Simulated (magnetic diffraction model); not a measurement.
# Magnetic neutron pattern of Er6Ti7Al2

Space group C2/m (no. 12), a = 10.4510 Å, b = 4.0470 Å, c = 14.7240 Å, β = 90.27°.

| site | atom | x | y | z |
| --- | --- | --- | --- | --- |
| 4i | Er | 0.8609 | 1/2 | 0.4257 |
| 4i | Er | 0.6871 | 0 | 0.0940 |
| 4i | Er | 0.5307 | 1/2 | 0.7602 |
| 2a | Ti | 0 | 0 | 0 |
| 4i | Ti | 0.5702 | 1/2 | 0.4285 |
| 4i | Ti | 0.8994 | 1/2 | 0.0994 |
| 4i | Ti | 0.7432 | 0 | 0.7645 |
| 4i | Al | 0.8385 | 1/2 | 0.6668 |

The compound is invented for this exercise: a known structure type with other elements, its cell scaled to their sizes and not relaxed.

Only Er is taken to order (form factors of Er3+); orders and moment sizes are assumed, and not adapted to the symmetry. Radiation: neutrons of λ = 2.567 Å, 1.5° to 50°; isotropic B of 0.43 Å² (Er), 0.53 Å² (Ti) and 0.88 Å² (Al). Simulated constant-wavelength pattern: nuclear and magnetic terms add, the magnetic one as |2.695 fm × Σ f S⊥ exp(2πi Q·r) exp(−B s²)|², summed over all Q at one angle with the factor 1/(sin²θ cos θ). For a modulated order the moment at position r is S exp(−2πi k·r) + c.c., with S = m/2 for a sine wave of amplitude m and S = m(u + iv)/2 for moments turning in a plane, u and v being orthogonal unit vectors in it; the phase factor of the sum at Q = H + k is then exp(2πi H·r). Free-ion form factors, Sears's scattering lengths of 1992, no absorption; a label names one of the reflections at its angle. The strongest nuclear line in the range is 100, and lines under 0.2 are left out.

Assume the order k = (0 0 1/3), a sine wave with moments along [001] (amplitudes given), 7.7 μB on Er; signs + at (0.8609, 1/2, 0.4257), − at (0.6871, 0, 0.0940), − at (0.5307, 1/2, 0.7602), + at (0.6391, 0, 0.5743), − at (0.9693, 0, 0.2398), + at (0.8129, 1/2, 0.9060).

Q: Where does magnetic intensity appear, and how strong is it?

```csv
2θ (°),index,nuclear,magnetic
10.00,(0 0 1),15.7,0.0
20.08,(0 0 2),3.9,0.0
28.44,(2 0 0),1.2,0.0
28.62,(2 0 -1/3),0.0,28.7
28.66,(2 0 1/3),0.0,28.7
29.21,(2 0 -2/3),0.0,14.8
29.27,(2 0 2/3),0.0,1.0
30.17,(2 0 -1),0.6,0.0
30.26,(2 0 1),1.2,0.0
31.48,(2 0 -4/3),0.0,11.0
31.59,(2 0 4/3),0.0,0.8
33.09,(2 0 -5/3),0.0,33.3
33.23,(2 0 5/3),0.0,1.4
34.98,(2 0 -2),0.8,0.0
35.14,(2 0 2),100.0,0.0
37.10,(2 0 -7/3),0.0,21.0
37.28,(2 0 7/3),0.0,0.8
39.44,(2 0 -8/3),0.0,7.3
39.63,(2 0 8/3),0.0,14.2
39.77,(1 1 0),3.0,0.0
39.91,(1 1 -1/3),0.0,59.1
39.92,(1 1 1/3),0.0,59.1
40.35,(1 1 -2/3),0.0,22.7
40.38,(1 1 2/3),0.0,15.6
40.81,(0 0 4),1.0,0.0
41.09,(1 1 -1),2.5,0.0
41.13,(1 1 1),51.1,0.0
41.95,(2 0 -3),0.5,0.0
42.10,(1 1 -4/3),0.0,19.2
42.15,(1 1 4/3),0.0,13.2
42.15,(2 0 3),1.6,0.0
43.44,(1 1 5/3),0.0,23.0
44.62,(2 0 -10/3),0.0,4.4
44.84,(2 0 10/3),0.0,8.7
44.91,(1 1 -2),86.2,0.0
44.97,(1 1 2),1.5,0.0
46.73,(1 1 7/3),0.0,17.2
47.66,(2 0 11/3),0.0,8.5
48.61,(1 1 -8/3),0.0,8.2
48.70,(1 1 8/3),0.0,0.8
```

The strongest magnetic line in the range is (1 1 -1/3) at 39.91° (59.1). On top of the Lorentz factor, which all lines share, magnetic lines fade with angle because f falls: for Er3+ it is 0.96, 0.86, 0.73 and 0.47 at sin θ/λ = 0.1, 0.2, 0.3 and 0.5 Å⁻¹, while nuclear lengths stay constant. The order has no net moment.

[Logs are printed without paths, hosts, clocks, repeated set-up lines and the standing remarks that a program may print on its own settings, such as how far it seeks lower states.]
